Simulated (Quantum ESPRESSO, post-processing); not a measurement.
# SiC(11-20), H on both faces: a series in the number of layers, part 5 of 12

What law, if any, do the results for SiC(11-20), H on both faces follow against the number of layers?

Quantum ESPRESSO 7.5; plane-wave DFT, PBE, GBRV ultrasoft pseudopotentials.

So far. Step 2 (Relaxing cell and ions of the reference):  The last row is no step: it is a fresh SCF in the final cell with a new plane-wave basis, -0 meV from the row before. Step 4 (Relaxing the ions, 3 layers): The relaxation lowers the energy by 6 meV an atom.

## Step 7: Ground state, 3 layers: field 0.1 V/Å

The same atoms in a field; the change of the dipole measures the screening.

The input, m0.f1.in:

```
&control
  prefix = 'm0.f1'
  outdir = './out'
  pseudo_dir = './pseudo'
  calculation = 'scf'
  tprnfor = .true.
  tefield = .true.
  dipfield = .true.
/
&system
  ibrav = 0
  nat = 20
  ntyp = 3
  ecutwfc = 40
  ecutrho = 200
  occupations = 'smearing'
  smearing = 'fd'
  degauss = 0.002
  edir = 3
  emaxpos = 0.97
  eopreg = 0.04
  eamp = 0.00194469
  nbnd = 32
/
&electrons
  conv_thr = 1e-09
  mixing_beta = 0.4
  electron_maxstep = 120
  mixing_mode = 'plain'
  startingpot = 'file'
/
ATOMIC_SPECIES
  H   1.0080  h_pbe_v1.4.uspp.F.UPF
  Si  28.0850  si_pbe_v1.uspp.F.UPF
  C   12.0110  c_pbe_v1.2.uspp.F.UPF
CELL_PARAMETERS angstrom
  5.35374536700000 0.00000000000000 0.00000000000000
  0.00000000000000 5.07286068100000 0.00000000000000
  0.00000000000000 0.00000000000000 21.49887311408923
ATOMIC_POSITIONS crystal
  H   0.204338835000 0.911840967100 0.370910415700
  H   0.795661165000 0.411840967100 0.370910415700
  H   0.240479481600 0.442527777100 0.387323859800
  H   0.759520518400 0.942527777100 0.387323859800
  Si  0.335148709300 0.001294561900 0.428975172900
  Si  0.664851290700 0.501294561900 0.428975172900
  C   0.336566506600 0.372148939600 0.429703758300
  C   0.663433493400 0.872148939600 0.429703758300
  Si  0.835607813600 -0.000244973100 0.500000000000
  Si  0.164392186400 0.499755026900 0.500000000000
  C   0.833663172000 0.373403294500 0.500000000000
  C   0.166336828000 0.873403294500 0.500000000000
  Si  0.335148709300 0.001294561900 0.571024827100
  Si  0.664851290700 0.501294561900 0.571024827100
  C   0.336566506600 0.372148939600 0.570296241700
  C   0.663433493400 0.872148939600 0.570296241700
  H   0.240479481600 0.442527777100 0.612676140200
  H   0.759520518400 0.942527777100 0.612676140200
  H   0.204338835000 0.911840967100 0.629089584300
  H   0.795661165000 0.411840967100 0.629089584300
K_POINTS automatic
  4 4 1 0 0 0
```

Launch:

```
$ cp -r out/m0.f0.save out/m0.f1.save
$ OMP_NUM_THREADS=1 mpirun -n 4 pw.x -nk 1 -in m0.f1.in > m0.f1.out
```

The program printed:

```text
[banner, memory and clock lines left out]
Program PWSCF v.7.5 starts
[citation notice left out]

[...]
bravais-lattice index     =            0
     lattice parameter (alat)  =      10.1171  a.u.
     unit-cell volume          =    3940.2424 (a.u.)^3
     number of atoms/cell      =           20
     number of atomic types    =            3
     number of electrons       =        56.00
     number of Kohn-Sham states=           32
     kinetic-energy cutoff     =      40.0000  Ry
     charge density cutoff     =     200.0000  Ry
     scf convergence threshold =      1.0E-09
     mixing beta               =       0.4000
     number of iterations used =            8  plain     mixing
     Exchange-correlation= SLA  PW   PBE  PBE
                           (   1   4   3   4   0   0   0)

[...]
PseudoPot. # 1 for H  read from file:
     ./pseudo/h_pbe_v1.4.uspp.F.UPF
     Pseudo is Ultrasoft, Zval =  1.0
     Generated by new atomic code, or converted to UPF format
     Using radial grid of  615 points,  2 beta functions with:
                l(1) =   0
                l(2) =   0
     Q(r) pseudized with  8 coefficients,  rinner =    0.700

     PseudoPot. # 2 for Si read from file:
     ./pseudo/si_pbe_v1.uspp.F.UPF
     Pseudo is Ultrasoft + core correction, Zval =  4.0
     Generated by new atomic code, or converted to UPF format
     Using radial grid of  899 points,  6 beta functions with:
                l(1) =   0
                l(2) =   0
                l(3) =   1
                l(4) =   1
                l(5) =   2
                l(6) =   2
     Q(r) pseudized with  8 coefficients,  rinner =    0.900   0.900   0.900
                                                       0.900   0.900

     PseudoPot. # 3 for C  read from file:
     ./pseudo/c_pbe_v1.2.uspp.F.UPF
     Pseudo is Ultrasoft + core correction, Zval =  4.0
     Generated by new atomic code, or converted to UPF format
     Using radial grid of  721 points,  4 beta functions with:
                l(1) =   0
                l(2) =   0
                l(3) =   1
                l(4) =   1
     Q(r) pseudized with  8 coefficients,  rinner =    1.100   1.100   1.100

     atomic species   valence    mass     pseudopotential
     H                 1.00     1.00800     H ( 1.00)
     Si                4.00    28.08500     Si( 1.00)
     C                 4.00    12.01100     C ( 1.00)

     No symmetry found

[...]
number of k points=    10  Fermi-Dirac smearing, width (Ry)=  0.0020
[...]
Dense  grid:   188321 G-vectors     FFT dimensions: (  45,  45, 192)

     Smooth grid:   134669 G-vectors     FFT dimensions: (  45,  40, 180)

     The initial density is read from file :
     ./out/m0.f1.save/charge-density

     negative rho (up, down):  2.340E-03 0.000E+00

     Adding external electric field

     Computed dipole along edir(3) :
        Dipole                0.0000 Ry au,          0.0000 Debye
        Dipole field          0.0000 Ry au,

        E field amplitude [Ha a.u.]:  1.9447E-03
        Potential amp.        0.1517 Ry
        Total length         39.0019 bohr

     Starting wfcs are   56 randomized atomic wfcs

     per-process dynamical memory:    68.5 Mb

     Self-consistent Calculation

     iteration #  1     ecut=    40.00 Ry     beta= 0.40
     Davidson diagonalization with overlap
     c_bands:  1 eigenvalues not converged
     c_bands:  1 eigenvalues not converged
     c_bands:  2 eigenvalues not converged
     c_bands:  1 eigenvalues not converged
     c_bands:  1 eigenvalues not converged
     c_bands:  1 eigenvalues not converged
     c_bands:  1 eigenvalues not converged
     c_bands:  1 eigenvalues not converged
     ethr =  1.00E-05,  avg # of iterations = 19.6

     negative rho (up, down):  2.342E-03 0.000E+00

     Adding external electric field

     Computed dipole along edir(3) :
        Dipole                0.2825 Ry au,          0.7180 Debye
        Dipole field          0.0009 Ry au,

        E field amplitude [Ha a.u.]:  1.9447E-03
        Potential amp.        0.0814 Ry
        Total length         39.0019 bohr

     total energy              =    -136.03676314 Ry
     estimated scf accuracy    <       0.00578437 Ry

     iteration #  2     ecut=    40.00 Ry     beta= 0.40
[...]
negative rho (up, down):  2.342E-03 0.000E+00

[...]
Dipole                0.1508 Ry au,          0.3833 Debye
[...]
E field amplitude [Ha a.u.]:  1.9447E-03
[...]
total energy              =    -136.03847278 Ry
     estimated scf accuracy    <       0.00619220 Ry

     iteration #  3     ecut=    40.00 Ry     beta= 0.40
[...]
negative rho (up, down):  2.342E-03 0.000E+00

[...]
Dipole                0.1436 Ry au,          0.3649 Debye
[...]
E field amplitude [Ha a.u.]:  1.9447E-03
[...]
total energy              =    -136.03932931 Ry
     estimated scf accuracy    <       0.00003642 Ry

     iteration #  4     ecut=    40.00 Ry     beta= 0.40
[...]
negative rho (up, down):  2.341E-03 0.000E+00

[...]
Dipole                0.1505 Ry au,          0.3825 Debye
[...]
E field amplitude [Ha a.u.]:  1.9447E-03
[...]
total energy              =    -136.03937311 Ry
     estimated scf accuracy    <       0.00001470 Ry

     iteration #  5     ecut=    40.00 Ry     beta= 0.40
[...]
negative rho (up, down):  2.341E-03 0.000E+00

[...]
Dipole                0.1532 Ry au,          0.3894 Debye
[...]
E field amplitude [Ha a.u.]:  1.9447E-03
[...]
total energy              =    -136.03937464 Ry
     estimated scf accuracy    <       0.00000058 Ry

     iteration #  6     ecut=    40.00 Ry     beta= 0.40
[...]
negative rho (up, down):  2.340E-03 0.000E+00

[...]
Dipole                0.1524 Ry au,          0.3874 Debye
[...]
E field amplitude [Ha a.u.]:  1.9447E-03
[...]
total energy              =    -136.03937488 Ry
     estimated scf accuracy    <       0.00000051 Ry

     iteration #  7     ecut=    40.00 Ry     beta= 0.40
[...]
negative rho (up, down):  2.340E-03 0.000E+00

[...]
Dipole                0.1521 Ry au,          0.3867 Debye
[...]
E field amplitude [Ha a.u.]:  1.9447E-03
[...]
total energy              =    -136.03937493 Ry
     estimated scf accuracy    <       0.00000002 Ry

     iteration #  8     ecut=    40.00 Ry     beta= 0.40
[...]
negative rho (up, down):  2.340E-03 0.000E+00

[...]
Dipole                0.1524 Ry au,          0.3875 Debye
[...]
E field amplitude [Ha a.u.]:  1.9447E-03
[...]
total energy              =    -136.03937494 Ry
     estimated scf accuracy    <       0.00000005 Ry

     iteration #  9     ecut=    40.00 Ry     beta= 0.40
[...]
negative rho (up, down):  2.340E-03 0.000E+00

[...]
Dipole                0.1525 Ry au,          0.3877 Debye
[...]
E field amplitude [Ha a.u.]:  1.9447E-03
[...]
total energy              =    -136.03937494 Ry
     estimated scf accuracy    <          2.1E-09 Ry

     iteration # 10     ecut=    40.00 Ry     beta= 0.40
[...]
negative rho (up, down):  2.340E-03 0.000E+00

[...]
Dipole                0.1524 Ry au,          0.3874 Debye
[...]
E field amplitude [Ha a.u.]:  1.9447E-03
[...]
End of self-consistent calculation

          k = 0.0000 0.0000 0.0000 ( 16783 PWs)   bands (ev):

   -16.2770 -14.4302 -13.3905 -12.8798 -12.6374 -12.5370  -9.4776  -8.8459
    -8.7835  -8.1585  -7.9198  -7.3100  -7.0692  -6.7599  -6.7323  -6.2572
    -6.1300  -5.5908  -5.0214  -4.9617  -4.7492  -4.0837  -4.0341  -3.8747
    -3.7347  -2.4191  -2.2109  -2.1720   1.5526   1.7326   2.5275   2.5419

          k = 0.0000 0.2638 0.0000 ( 16829 PWs)   bands (ev):

   -15.9889 -14.1955 -13.9544 -13.0046 -12.8427 -12.5915  -9.1962  -9.1170
    -8.7380  -8.3574  -8.2177  -7.9221  -6.9387  -6.5268  -6.0608  -5.7981
    -5.7315  -5.6778  -4.7690  -4.7353  -4.4018  -4.0898  -3.8864  -3.7520
    -3.5699  -2.8270  -2.5974  -2.5329   2.0311   2.4067   2.8561   3.2299

[...]
the Fermi energy is    -1.3671 ev

!    total energy              =    -136.03937494 Ry
     estimated scf accuracy    <          3.2E-10 Ry
     smearing contrib. (-TS)   =      -0.00000000 Ry
     internal energy E=F+TS    =    -136.03937494 Ry

     The total energy is F=E-TS. E is the sum of the following terms:
     one-electron contribution =   -1510.71824961 Ry
     hartree contribution      =     768.05579497 Ry
     xc contribution           =     -54.13668420 Ry
     ewald contribution        =     660.76028257 Ry
     electric field correction =      -0.00051868 Ry

     convergence has been achieved in  10 iterations

     negative rho (up, down):  2.340E-03 0.000E+00

     Forces acting on atoms (cartesian axes, Ry/au):

     atom    1 type  1   force =    -0.00027152   -0.00011600   -0.00081078
     atom    2 type  1   force =     0.00027168   -0.00011568   -0.00081121
     atom    3 type  1   force =    -0.00013761    0.00001190    0.00001631
     atom    4 type  1   force =     0.00013804    0.00000940    0.00001635
     atom    5 type  2   force =     0.00016300   -0.00002894    0.00193379
     atom    6 type  2   force =    -0.00016361   -0.00003762    0.00193336
     atom    7 type  3   force =     0.00027319   -0.00036255   -0.00123863
     atom    8 type  3   force =    -0.00027296   -0.00038476   -0.00123811
     atom    9 type  2   force =    -0.00030282    0.00030673    0.00150238
     atom   10 type  2   force =     0.00030166    0.00029057    0.00150255
     atom   11 type  3   force =     0.00030072    0.00025530   -0.00170477
     atom   12 type  3   force =    -0.00030003    0.00023547   -0.00170473
     atom   13 type  2   force =     0.00028576    0.00009278    0.00161596
     atom   14 type  2   force =    -0.00028631    0.00008417    0.00161594
     atom   15 type  3   force =    -0.00029893    0.00004551   -0.00099572
     atom   16 type  3   force =     0.00029919    0.00002334   -0.00099611
     atom   17 type  1   force =     0.00012544   -0.00014559    0.00013555
     atom   18 type  1   force =    -0.00012509   -0.00014803    0.00013541
     atom   19 type  1   force =    -0.00006800   -0.00000816   -0.00045403
     atom   20 type  1   force =     0.00006821   -0.00000785   -0.00045352

     Total force =     0.005625     Total SCF correction =     0.000044

[...]
```

Run time: 51 s. Hardware: 4 MPI ranks of Arm Neoverse V1, shared host; peak memory 1.1 GiB; 3.4 min of CPU time.

Read from the output:

| Quantity | Value |
| --- | --- |
| free energy | -1850.9100 eV |
| Fermi energy | -1.367 eV |
| dipole along the normal | 0.08065 e·Å |
| valence top, on the run's zero | -2.172 eV |
| conduction bottom, on the run's zero | 1.553 eV |

## Step 8: Electrostatic potential, 3 layers

The input, m0.f1.pot.in:

```
&inputpp
  prefix = 'm0.f1'
  outdir = './out'
  filplot = 'm0.f1.pot.dat'
  plot_num = 11
/
```

Launch:

```
$ OMP_NUM_THREADS=1 mpirun -n 4 pp.x -in m0.f1.pot.in > m0.f1.pot.out
```

The program printed:

```text
[banner, memory and clock lines left out]
Program POST-PROC v.7.5 starts
[citation notice left out]

[...]
./out/m0.f1.save/

[...]
negative rho (up, down):  2.340E-03 0.000E+00

     Adding external electric field

     Computed dipole along edir(3) :
        Dipole                0.1524 Ry au,          0.3874 Debye
        Dipole field          0.0005 Ry au,

        E field amplitude [Ha a.u.]:  1.9447E-03
        Potential amp.        0.1138 Ry
        Total length         39.0019 bohr

     Calling punch_plot, plot_num =  11

     Adding external electric field

     Computed dipole along edir(3) :
        Dipole                0.1524 Ry au,          0.3874 Debye
        Dipole field          0.0005 Ry au,

        E field amplitude [Ha a.u.]:  1.9447E-03
        Potential amp.        0.1138 Ry
        Total length         39.0019 bohr

     Writing data to file  m0.f1.pot.dat
     Message from routine chdens:
     namelist plot not found or invalid, exiting
```

Elapsed: 1.2 s, on 4 MPI ranks; peak memory 0.18 GiB; 4.6 s of CPU time.

This step gave:

| Property | Result |
| --- | --- |
| slope of the potential above | 0.1000 eV/Å |
| upper vacuum line continued to the top atoms, over the valence top | 5.533 eV |
| slope of the potential below | 0.10000 eV/Å |
| lower vacuum line continued to the bottom atoms, over the valence top | 5.515 eV |

Electrostatic potential energy of an electron, with the sawtooth; zero at the highest filled level of the SCF mesh. The potential energy, planar mean by z:

```
z (Å)  potential energy, planar mean (eV)
    0                                5.12
    1                                4.82
    2                                4.92
    3                                5.02
    4                                5.12
    5                                5.22
    6                                5.31
    7                                5.22
    8                                2.15
    9                               -8.75
   10                               -2.67
   11                               -9.03
   12                               -8.55
   13                              -0.527
   14                                4.68
   15                                5.64
   16                                5.78
   17                                5.88
   18                                5.98
   19                                6.08
   20                                6.18
   21                                6.01
```

The slope in the vacuum is 0.100 eV/Å for an applied 0.10 V/Å, as it should be.

## Step 9: Response between 0 and 0.1 V/A, ions held, 3 layers

The polarisability follows from the two dipoles.

Numbers from this step:

- change of slope in the vacuum: 0.10000 eV/Å
- polarisability a cell: 11.61 Å³
- sheet polarisability 4πα/A: 5.374 Å

Change of the potential energy, second field less first against z:

z (Å), change of the potential energy, second field less first (eV) and a bar from the least value:
```
      0.0     -0.402 #######
      0.5     -0.756 
      1.0     -0.706 #
      1.5     -0.656 ##
      2.0     -0.606 ###
      2.5     -0.556 ####
      3.0     -0.506 #####
      3.5     -0.456 ######
      4.0     -0.406 #######
      4.5     -0.356 ########
      5.0     -0.306 #########
      5.5     -0.256 ##########
      6.0     -0.206 ###########
      6.5     -0.158 ############
      7.0     -0.112 #############
      7.5     -0.073 ##############
      8.0     -0.048 ###############
      8.5     -0.037 ###############
      9.0     -0.027 ###############
      9.5     -0.017 ###############
     10.0     -0.011 ###############
     10.5     -0.005 ###############
     11.0      0.005 ################
     11.5      0.012 ################
     12.0      0.018 ################
     12.5      0.028 ################
     13.0      0.037 ################
     13.5      0.049 ################
     14.0      0.074 #################
     14.5      0.113 ##################
     15.0      0.159 ###################
     15.5      0.208 ####################
     16.0      0.257 #####################
     16.5      0.307 ######################
     17.0      0.357 #######################
     17.5      0.407 ########################
     18.0      0.457 #########################
     18.5      0.507 ##########################
     19.0      0.557 ###########################
     19.5      0.607 ############################
     20.0      0.657 #############################
     20.5      0.707 ##############################
     21.0      0.483 #########################
```

(Continued in part 6 of 12.)

[Logs are printed without paths, hosts, clocks, repeated set-up lines and the standing remarks that a program may print on its own settings, such as how far it seeks lower states.]

[Hosts, paths, dates, database ids (printed as entryN), source tags and the programs' standing remarks are cut or masked in the printed files.]

[Maps of the electrostatic potential energy from Ansatz leave out the sawtooth potential of an applied field or a dipole correction, so their vacuum need not be flat; planar profiles and work functions include it.]
